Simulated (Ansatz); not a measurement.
# TaN (P-62m): zone-centre modes under pressure

Wanted: Grüneisen parameters and pressure coefficients of the modes of TaN (P-62m).

Calculated with Ansatz 0.2.0; DFT LDA, scalar-relativistic, plane waves, PAW; PAW set soft_1.

**1. The structure**

Symmetry: P-62m, No. 189, hexagonal system. The conventional cell has a = 5.196 Å, b = 5.196 Å, c = 2.911 Å, α = 90.00°, β = 90.00°, γ = 120.00°. Nearest to N lie 5 Ta at 2.04 to 2.16 Å. Nearest to Ta lie 6 N at 2.16 Å. Ta has 3 N at 2.04 Å nearest. Farther neighbours and most contacts between anions are not listed.

As a file:

```cif
data_structure
_symmetry_space_group_name_H-M 'P-62m'
_symmetry_Int_Tables_number 189
_cell_length_a 5.1960
_cell_length_b 5.1960
_cell_length_c 2.9110
_cell_angle_alpha 90.000
_cell_angle_beta 90.000
_cell_angle_gamma 120.000
_cell_volume 68.06
loop_
_atom_site_label
_atom_site_type_symbol
_atom_site_symmetry_multiplicity
_atom_site_Wyckoff_symbol
_atom_site_fract_x
_atom_site_fract_y
_atom_site_fract_z
_atom_site_occupancy
N1 N 3 f 0.39285 0.00000 0.00000 1
Ta1 Ta 2 d 0.33333 0.66667 0.50000 1
Ta2 Ta 1 a 0.00000 0.00000 0.00000 1
```

**2. A rough relaxation first**

The start is far from rest, so a relaxation with loose tolerances brings it close first.

input.yaml

```yaml
crystal:
  lattice:
    - [5.196, 0.0, 0.0]
    - [-2.598, 4.4998679981, 0.0]
    - [0.0, 0.0, 2.911]
  atoms:
    - { symbol: "N", position: [0.39285, 0.0, 0.0] }
    - { symbol: "N", position: [0.60715, 0.60715, 0.0] }
    - { symbol: "N", position: [0.0, 0.39285, 0.0] }
    - { symbol: Ta, position: [0.33333333, 0.66666667, 0.5] }
    - { symbol: Ta, position: [0.66666667, 0.33333333, 0.5] }
    - { symbol: Ta, position: [0.0, 0.0, 0.0] }
kpoints:
  mp_grid: { grid: [6, 6, 6] }
hamiltonian:
  xc: lda
  pseudopotentials: { kind: paw, azcp: { folder: soft_1 }, xc_functional: pbe }
scf:
  occupations: { method: gaussian, width: 0.1 }
output:
  forces: true
  stress: true
  eigenvalues: true
relax:
  adjacent_minimum: "off"
  f_tol: 0.05
  max_steps: 80
  cell: { stress_tol: 0.5 }
```

On the command line:

```sh
$ ansatz run input.yaml --threads 4 --pin off --max-ram 16384MiB --backend cpu --events-out ev --progress --plain --runs-dir out
```

Numbers of over 12 decimals in the logs are rounded to 6 here.

What it wrote:

```text
The last accepted step is kept in <dir> (removed where the run ends without a failure and the disk answers)
Engine: ansatz 0.2.0, aarch64-unknown-linux-gnu
Pseudopotentials: kind: paw
Pseudopotential: N, paw, valence charge 5, recommended cutoff 420 eV (normal), soft_1/N.paw.azcp
Pseudopotential: Ta, paw, valence charge 13, recommended cutoff 420 eV (normal), soft_1/Ta.paw.azcp
Functional definition: SPW92
[...]
cell:  # Å, volume = 66.0395 Å³
    - [5.154271, 0, 0.0]
    - [-2.577135, 4.463730, 0.0]
    - [0.0, 0.0, 2.870375]
  atoms:
    - { symbol: N, position: [0.393429, 0, 0.0] }
    - { symbol: N, position: [0.606571, 0.606571, 0.0] }
    - { symbol: N, position: [0.0, 0.393429, 0.0] }
    - { symbol: Ta, position: [0.333333, 0.666667, 0.5] }
    - { symbol: Ta, position: [0.666667, 0.333333, 0.5] }
    - { symbol: Ta, position: [0, 0, 0.0] }
[key lines of the parts left out:]
SCF converged after 4 iterations
Free energy (F): -30180.111553 eV
Fermi energy:    19.923752 eV
P = ⅓ Tr σ = -0.1328 GPa (-1.328 kbar)
```

Elapsed: 7.7 s, on 4 threads of Arm Neoverse V2, shared host; peak memory 0.35 GiB; 29 s of CPU time.

Step by step:

```csv
step,energy less that of the first step (eV),largest force component (eV/Å),pressure (GPa),volume (Å³)
1,0.0000,0.0365,-10.07,68.06
2,-0.0556,0.0975,5.02,65.18
3,-0.0720,0.0026,0.00,66.02
4,-0.0724,0.0062,-0.05,66.04
5*,-0.0688,0.0064,-0.13,66.04
```

Relaxation steps marked * repeat the geometry before them on a plane-wave basis chosen anew for their cell, so energy and pressure can jump there.

The run keeps the 12 symmetry operations that it works with, so distortions that break them were not tested.

```
conventional cell, symmetrised  before  after  change
                         a (Å)   5.196  5.154  -0.8 %
                         b (Å)   5.196  5.154  -0.8 %
                         c (Å)   2.911  2.870  -1.4 %
              volume (Å³/atom)   11.34  11.01  -3.0 %
```

Final coordinates:

```cif
data_structure
_symmetry_space_group_name_H-M 'P 1'
_symmetry_Int_Tables_number 1
_cell_length_a 5.1543
_cell_length_b 5.1543
_cell_length_c 2.8704
_cell_angle_alpha 90.000
_cell_angle_beta 90.000
_cell_angle_gamma 120.000
_cell_volume 66.04
loop_
_atom_site_label
_atom_site_type_symbol
_atom_site_fract_x
_atom_site_fract_y
_atom_site_fract_z
_atom_site_occupancy
N1 N 0.39343 0.00000 0.00000 1
N2 N 0.60657 0.60657 0.00000 1
N3 N 0.00000 0.39343 0.00000 1
Ta4 Ta 0.33333 0.66667 0.50000 1
Ta5 Ta 0.66667 0.33333 0.50000 1
Ta6 Ta 0.00000 0.00000 0.00000 1
```

Numbers from this step:

```yaml
pressure: -0.1328 GPa
volume_per_atom: 11.01 Å³
gap_on_the_k_mesh: 0 eV
```

In this step the volume went from 11.34 to 11.01 Å³/atom.

**3. Relaxation**

The cell and atoms are relaxed, since residual forces and stress would shift the frequencies.

input.yaml

```yaml
crystal:
  lattice:
    - [5.1542708771, 0.0, 0.0]
    - [-2.5771354386, 4.4637295176, 0.0]
    - [0.0, 0.0, 2.8703751035]
  atoms:
    - { symbol: "N", position: [0.39342857, 0.0, 0.0] }
    - { symbol: "N", position: [0.60657143, 0.60657143, 0.0] }
    - { symbol: "N", position: [0.0, 0.39342857, 0.0] }
    - { symbol: Ta, position: [0.3333333333, 0.6666666667, 0.5] }
    - { symbol: Ta, position: [0.6666666667, 0.3333333333, 0.5] }
    - { symbol: Ta, position: [0.0, 0.0, 0.0] }
kpoints:
  mp_grid: { grid: [9, 9, 12] }
hamiltonian:
  xc: lda
  pseudopotentials: { kind: paw, azcp: { folder: soft_1 }, xc_functional: pbe }
scf:
  occupations: { method: gaussian, width: 0.1 }
output:
  forces: true
  stress: true
  eigenvalues: true
  write_density: true
  write_potential: true
  elf: true
  volumetric_format: npy
relax:
  adjacent_minimum: "off"
  f_tol: 0.005
  max_steps: 80
  cell: { stress_tol: 0.05 }
```

What it wrote:

```text
[...]
Crystal: 6 atoms, lattice volume = 66.039 Å³
Basis set: ecut = 420 eV, 1287 PW (Γ)
Bands: 33, of which v1, the nominal top of the filled ones, is band 27 counted from 1 (26 counted from 0)
Symmetry: 12 space group operations
[...]
k-points: 84 of 972 (time reversal used)
[...]
SCF iter   1: F=—  HF=-30180.955961 eV  |F-HF|=—  |Δ(HF+E_count)|=         —  Δρ=6.81e-2  dr2=3.76e0  ethr=3.10e-3  ⟨swp⟩=5.1  Hψ=11190  notcnv=0
[...]
SCF iter   8: F=-30180.118643 eV  HF=-30180.118643 eV  |F-HF|=5.96e-9  |Δ(HF+E_count)|=   5.16e-8  Δρ=4.11e-6  dr2=1.22e-8  ethr=1.85e-10  ⟨swp⟩=14.1  Hψ=18910  notcnv=0
SCF 1 converged in 8 iterations: F = -30180.118643 eV  dr2 = 1.22e-8
[...]
relax step   1: F+E_penalty+E_count = -30180.11864287 eV  Δ(F+E_penalty+E_count) = +0.000e0 eV  max|allowed force component| = 1.420e-2 eV/Å  Δτ_max = 0.0000 Å  P = -0.141 GPa  Ω = 66.039 Å³  (8 SCF iters, dr2 threshold 1.00e-7 eV, accepted)
Crystal: 6 atoms, lattice volume = 65.969 Å³
[...]
SCF iter   5: F=-30180.117920 eV  HF=-30180.117921 eV  |F-HF|=2.45e-8  |Δ(HF+E_count)|=   3.52e-7  Δρ=1.29e-5  dr2=6.71e-8  ethr=1.11e-9  ⟨swp⟩=10.3  Hψ=19590  notcnv=0
the search or the solves at the SCF's close seem to have found levels that the self-consistency loop had missed (the run counts 1). By its estimate they hold under 1e-12 electrons; where the run keeps them, the occupations were computed again with them
SCF 2 converged in 5 iterations: F = -30180.117920 eV  dr2 = 6.71e-8
relax step   2: F+E_penalty+E_count = -30180.11792049 eV  Δ(F+E_penalty+E_count) = +7.224e-4 eV  max|allowed force component| = 3.844e-2 eV/Å  Δτ_max = 0.0036 Å  P = +0.021 GPa  Ω = 65.969 Å³  energy of the carried Pulay correction = +1.502e-4 eV  (5 SCF iters, dr2 threshold 6.00e-7 eV, rejected (line search))
Crystal: 6 atoms, lattice volume = 66.003 Å³
[...]
SCF iter   7: F=-30180.119369 eV  HF=-30180.119369 eV  |F-HF|=3.64e-12  |Δ(HF+E_count)|=  5.46e-11  Δρ=1.12e-7  dr2=8.22e-12  ethr=1.00e-12  ⟨swp⟩=6.0  Hψ=12848  notcnv=0
SCF 3 converged in 7 iterations: F = -30180.119369 eV  dr2 = 8.22e-12
relax step   3: F+E_penalty+E_count = -30180.11936901 eV  Δ(F+E_penalty+E_count) = -7.261e-4 eV  max|allowed force component| = 1.434e-2 eV/Å  Δτ_max = 0.0010 Å  P = -0.022 GPa  Ω = 66.003 Å³  energy of the carried Pulay correction = +7.683e-5 eV  (7 SCF iters, accepted)
[...]
relax step   4: F+E_penalty+E_count = -30180.11936852 eV  Δ(F+E_penalty+E_count) = +4.876e-7 eV  max|allowed force component| = 1.086e-2 eV/Å  Δτ_max = 0.0012 Å  P = -0.003 GPa  Ω = 66.006 Å³  energy of the carried Pulay correction = +7.014e-5 eV  (4 SCF iters, dr2 threshold 1.28e-8 eV, accepted)
[...]
relax step   5: F+E_penalty+E_count = -30180.11938432 eV  Δ(F+E_penalty+E_count) = -1.580e-5 eV  max|allowed force component| = 6.147e-5 eV/Å  Δτ_max = 0.0005 Å  P = -0.000 GPa  Ω = 66.003 Å³  energy of the carried Pulay correction = +7.709e-5 eV  (4 SCF iters, dr2 threshold 7.37e-9 eV, accepted)
[...]
SCF iter   4: F=-30180.119288 eV  HF=-30180.119288 eV  |F-HF|=1.46e-11  |Δ(HF+E_count)|=  6.55e-11  Δρ=1.95e-7  dr2=7.28e-12  ethr=1.00e-12  ⟨swp⟩=7.5  Hψ=13422  notcnv=0
SCF 6 converged in 4 iterations: F = -30180.119288 eV  dr2 = 7.28e-12
[...]
relax step   6: F+E_penalty+E_count = -30180.11928775 eV  Δ(F+E_penalty+E_count) = +9.657e-5 eV  max|allowed force component| = 4.039e-5 eV/Å  Δτ_max = 0.0000 Å  P = -0.002 GPa  Ω = 66.003 Å³  stress off target by 5.26e-3 GPa  SCF on the basis re-selected at this cell (its energy is not comparable with the rows above)  (4 SCF iters)
[...]
SCF converged after 4 iterations
Free energy (F): -30180.119288 eV
[...]
Internal energy: -30180.117725 eV  (E = F + TS)
E sigma→0 (E₀):  -30180.118506 eV
Entropy (-TS):   -0.001563 eV (-0.260 meV/atom)
Fermi energy:    20.012427 eV
[...]
--- Forces (eV/Å), atoms counted from 1 ---
  atom   1  N      0.00004039     0.00000000     0.00000000
  atom   2  N     -0.00002019    -0.00003498     0.00000000
  atom   3  N     -0.00002019     0.00003498     0.00000000
  atom   4  Ta     0.00000000     0.00000000     0.00000000
  atom   5  Ta    -0.00000000    -0.00000000     0.00000000
  atom   6  Ta     0.00000000     0.00000000     0.00000000
  max |Σ_I F_I| component: 1.84e-16 eV/Å
--- Stress (GPa, compression-positive) ---
       -0.005256       0.000000       0.000000
       -0.000000      -0.005256       0.000000
        0.000000       0.000000       0.003488
  P = ⅓ Tr σ = -0.0023 GPa (-0.023 kbar)
--- Band table (eV; the first three rows and the last of 84) ---
  k-point 0: bands = [... 23 lower, 15.6081, 16.5798, 17.9415, 18.9565, 18.9565, 20.5132, 20.5132, 21.7836, ... 2 higher]
  k-point 1: bands = [... 23 lower, 15.2146, 16.8198, 18.3035, 18.6132, 18.6132, 20.9494, 20.9494, 21.9025, ... 2 higher]
  k-point 2: bands = [... 23 lower, 14.5750, 17.5745, 18.2069, 18.2069, 19.1445, 21.3957, 21.3957, 21.9615, ... 2 higher]
  k-point 83: bands = [... 23 lower, 15.8617, 17.2661, 17.2661, 18.2738, 22.5206, 22.5206, 22.5682, 22.6226, ... 2 higher]
--- Relaxed structure (5 steps of the walk, 4 accepted, 1 SCFs on fresh bases) ---
[...]
cell:  # Å, volume = 66.0031 Å³
    - [5.148111, 2.8833047435906948e-11, 0]
    - [-2.574055, 4.458395, 0]
    - [0, 0, 2.875663]
  atoms:
    - { symbol: N, position: [0.393483, 0, 0] }
    - { symbol: N, position: [0.606517, 0.606517, 0] }
    - { symbol: N, position: [-2.7755575615628914e-17, 0.393483, 0] }
    - { symbol: Ta, position: [0.333333, 0.666667, 0.5] }
    - { symbol: Ta, position: [0.666667, 0.333333, 0.5] }
    - { symbol: Ta, position: [0, 0, 0] }
```

The job ended after 28 s (4 threads; peak memory 0.44 GiB).

The steps of the relaxation:

```
step  energy less that of the first step (eV)  largest force component (eV/Å)  pressure (GPa)  volume (Å³)
   1                                   0.0000                          0.0142           -0.14        66.04
   2                                   0.0007                          0.0384            0.02        65.97
   3                                  -0.0007                          0.0143           -0.02        66.00
   4                                  -0.0007                          0.0109            0.00        66.01
   5                                  -0.0007                          0.0001            0.00        66.00
  6*                                  -0.0006                          0.0000            0.00        66.00
```

Relaxation steps marked * repeat the geometry before them on a plane-wave basis chosen anew for their cell, so energy and pressure can jump there. Relaxation step 2 was tried and not accepted.

The run keeps the 12 symmetry operations that it works with, so distortions that break them were not tested.

```csv
"conventional cell, symmetrised",before,after,change
a (Å),5.154,5.148,-0.1 %
b (Å),5.154,5.148,-0.1 %
c (Å),2.870,2.876,+0.2 %
volume (Å³/atom),11.01,11.00,-0.1 %
```

The relaxed structure:

```xyz
6
Lattice="5.1481 0.0000 0.0000 -2.5741 4.4584 0.0000 0.0000 0.0000 2.8757" Properties=species:S:1:pos:R:3 pbc="T T T"
N     2.0257    0.0000    0.0000
N     1.5612    2.7041    0.0000
N    -1.0128    1.7543    0.0000
Ta    0.0000    2.9723    1.4378
Ta    2.5741    1.4861    1.4378
Ta    0.0000    0.0000    0.0000
```

This step gave:

```yaml
pressure: -0.002341 GPa
volume_per_atom: 11.00 Å³
```

Electrostatic potential energy in the ab plane at fractional z = 0.000, with atoms of N and Ta within 0.2 Å of it. With pseudopotentials it is smooth inside the atoms' cores, unlike the true potential.

Ten even steps from '_' (-42 eV) to '@' (20 eV), each cell a mean:
```
__--####--..==%%@@@@%%**::__
--**%%%%****%%@@@@@@%%**--::
##@@@@@@@@@@@@@@@@@@%%##****
@@@@@@@@@@@@@@@@##++**%%%%%%
@@@@@@@@@@@@@@**::..++@@@@@@
@@@@@@@@@@@@%%--__::##@@@@@@
**++%%@@@@@@%%----**@@@@@@%%
__::##@@@@@@@@%%%%@@@@@@%%==
__==@@@@@@@@@@@@@@@@@@@@**..
==%%@@@@@@@@@@@@@@@@@@@@**--
######%%@@@@@@@@@@@@@@@@%%##
==--++##@@@@##%%@@@@@@@@%%##
____--##%%==::++@@@@@@@@**--
____==##==____**@@@@@@##--__
```
Columns run along a (5.1 Å; values clipped at the 3rd and 97th percentile), rows up along b (5.1 Å). Atoms in or near the plane, at fractional coordinates: N at (0.39, 0.00), N at (0.61, 0.61), N at (0.00, 0.39), Ta at (0.00, 0.00).

Valence density in the ab plane at fractional z = 0.000, with atoms of N and Ta within 0.2 Å of it. It is the smooth field of the valence electrons, not physical close to the nuclei.

Ten even steps from '_' (0.1 e/Å³) to '@' (4.5 e/Å³), each cell a mean:
```
@@**..::**##++..______::##@@
++..__..----..________::++##
________....______......::::
______________..::==--..____
______________--**##==..____
__....______..++##**::______
----::______..++++--..____..
##**::______......______..++
##==..________________..--##
==::__________________..--**
::..____________________..::
==++::____..::::..________..
@@@@++..::==**--..______..**
%%@@==::==####--________++@@
```
Columns run along a (5.1 Å), rows up along b (5.1 Å). Atoms in or near the plane, at fractional coordinates: N at (0.39, 0.00), N at (0.61, 0.61), N at (0.00, 0.39), Ta at (0.00, 0.00).

ELF in the ab plane at fractional z = 0.000, with atoms of N and Ta within 0.2 Å of it. It is the smooth field of the valence electrons, not physical close to the nuclei.

Values, 14 rows by 14 columns, each cell a mean:
```
0.50 0.66 0.39 0.72 0.64 0.35 0.66 0.66 0.25 0.09 0.09 0.41 0.74 0.43
0.70 0.33 0.40 0.74 0.77 0.77 0.69 0.32 0.14 0.21 0.21 0.37 0.67 0.74
0.22 0.13 0.33 0.56 0.64 0.57 0.33 0.21 0.43 0.62 0.57 0.37 0.37 0.41
0.07 0.10 0.16 0.25 0.31 0.27 0.27 0.54 0.73 0.76 0.80 0.57 0.21 0.09
0.14 0.21 0.24 0.23 0.23 0.26 0.53 0.76 0.46 0.45 0.76 0.62 0.21 0.09
0.51 0.63 0.60 0.40 0.24 0.35 0.73 0.63 0.15 0.46 0.73 0.43 0.14 0.25
0.75 0.78 0.77 0.47 0.20 0.41 0.75 0.68 0.63 0.76 0.54 0.21 0.32 0.66
0.29 0.60 0.74 0.38 0.14 0.36 0.66 0.75 0.73 0.53 0.27 0.33 0.69 0.66
0.23 0.70 0.63 0.23 0.10 0.20 0.36 0.41 0.35 0.26 0.27 0.57 0.77 0.35
0.73 0.67 0.32 0.10 0.07 0.10 0.14 0.20 0.24 0.23 0.31 0.64 0.77 0.64
0.54 0.34 0.21 0.10 0.10 0.23 0.38 0.47 0.40 0.23 0.25 0.56 0.74 0.72
0.53 0.65 0.56 0.21 0.32 0.63 0.74 0.77 0.60 0.24 0.16 0.33 0.40 0.39
0.59 0.72 0.65 0.34 0.67 0.70 0.60 0.78 0.63 0.21 0.10 0.13 0.33 0.66
0.11 0.59 0.53 0.54 0.73 0.23 0.29 0.75 0.51 0.14 0.07 0.22 0.70 0.50
```
Columns run along a (5.1 Å), rows up along b (5.1 Å). Atoms in or near the plane, at fractional coordinates: N at (0.39, 0.00), N at (0.61, 0.61), N at (0.00, 0.39), Ta at (0.00, 0.00).

In this step the volume went from 11.01 to 11.00 Å³/atom.

**4. Tight relaxation**

Phonons need small forces and stress, so the relaxation is finished with tight tolerances on 9×9×12 k points.

input.yaml

```yaml
crystal:
  lattice:
    - [5.14811081, 0.0, 0.0]
    - [-2.574055405, 4.4583947429, 0.0]
    - [0.0, 0.0, 2.8756632113]
  atoms:
    - { symbol: "N", position: [0.3934833384, 0.0, 0.0] }
    - { symbol: "N", position: [0.6065166616, 0.6065166616, 0.0] }
    - { symbol: "N", position: [0.0, 0.3934833384, 0.0] }
    - { symbol: Ta, position: [0.3333333333, 0.6666666667, 0.5] }
    - { symbol: Ta, position: [0.6666666667, 0.3333333333, 0.5] }
    - { symbol: Ta, position: [0.0, 0.0, 0.0] }
kpoints:
  mp_grid: { grid: [9, 9, 12] }
hamiltonian:
  xc: lda
  pseudopotentials: { kind: paw, azcp: { folder: soft_1 }, xc_functional: pbe }
scf:
  occupations: { method: methfessel_paxton, width: 0.2 }
output:
  forces: true
  stress: true
  eigenvalues: true
relax:
  adjacent_minimum: "off"
  f_tol: 0.001
  max_steps: 60
  cell: { stress_tol: 0.01 }
```

What it wrote:

```text
[...]
Crystal: 6 atoms, lattice volume = 66.003 Å³
Basis set: ecut = 420 eV, 1287 PW (Γ)
Bands: 33, of which v1, the nominal top of the filled ones, is band 27 counted from 1 (26 counted from 0)
Symmetry: 12 space group operations
[...]
k-points: 84 of 972 (time reversal used)
[...]
cell:  # Å, volume = 66.0003 Å³
    - [5.147585, 0, 0]
    - [-2.573793, 4.457940, 0]
    - [0, 0, 2.876127]
  atoms:
    - { symbol: N, position: [0.393515, 0, 0] }
    - { symbol: N, position: [0.606485, 0.606485, 0] }
    - { symbol: N, position: [-5.551115123125783e-17, 0.393515, 0.0] }
    - { symbol: Ta, position: [0.333333, 0.666667, 0.500000] }
    - { symbol: Ta, position: [0.666667, 0.333333, 0.500000] }
    - { symbol: Ta, position: [0, 0, 0.0] }
[key lines of the parts left out:]
SCF converged after 4 iterations
Free energy (F): -30180.117099 eV
Fermi energy:    20.027430 eV
P = ⅓ Tr σ = -0.0014 GPa (-0.014 kbar)
```

The job ended after 18 s (4 threads; peak memory 0.44 GiB).

Little changed from the start: no atom moved by 0.005 Å and no cell edge by 0.1 %.

Numbers from this step:

```yaml
pressure: -0.001430 GPa
```

The largest force component left is 0.068 meV/Å and the pressure is -0.001 GPa, within the tolerances set. The cell now holds 11.00 Å³/atom.

(Part 1 of 3 ends here.)

[Logs are printed without paths, hosts, clocks, repeated set-up lines and the standing remarks that a program may print on its own settings, such as how far it seeks lower states.]

[Hosts, paths, dates, database ids (printed as entryN), source tags and the programs' standing remarks are cut or masked in the printed files.]
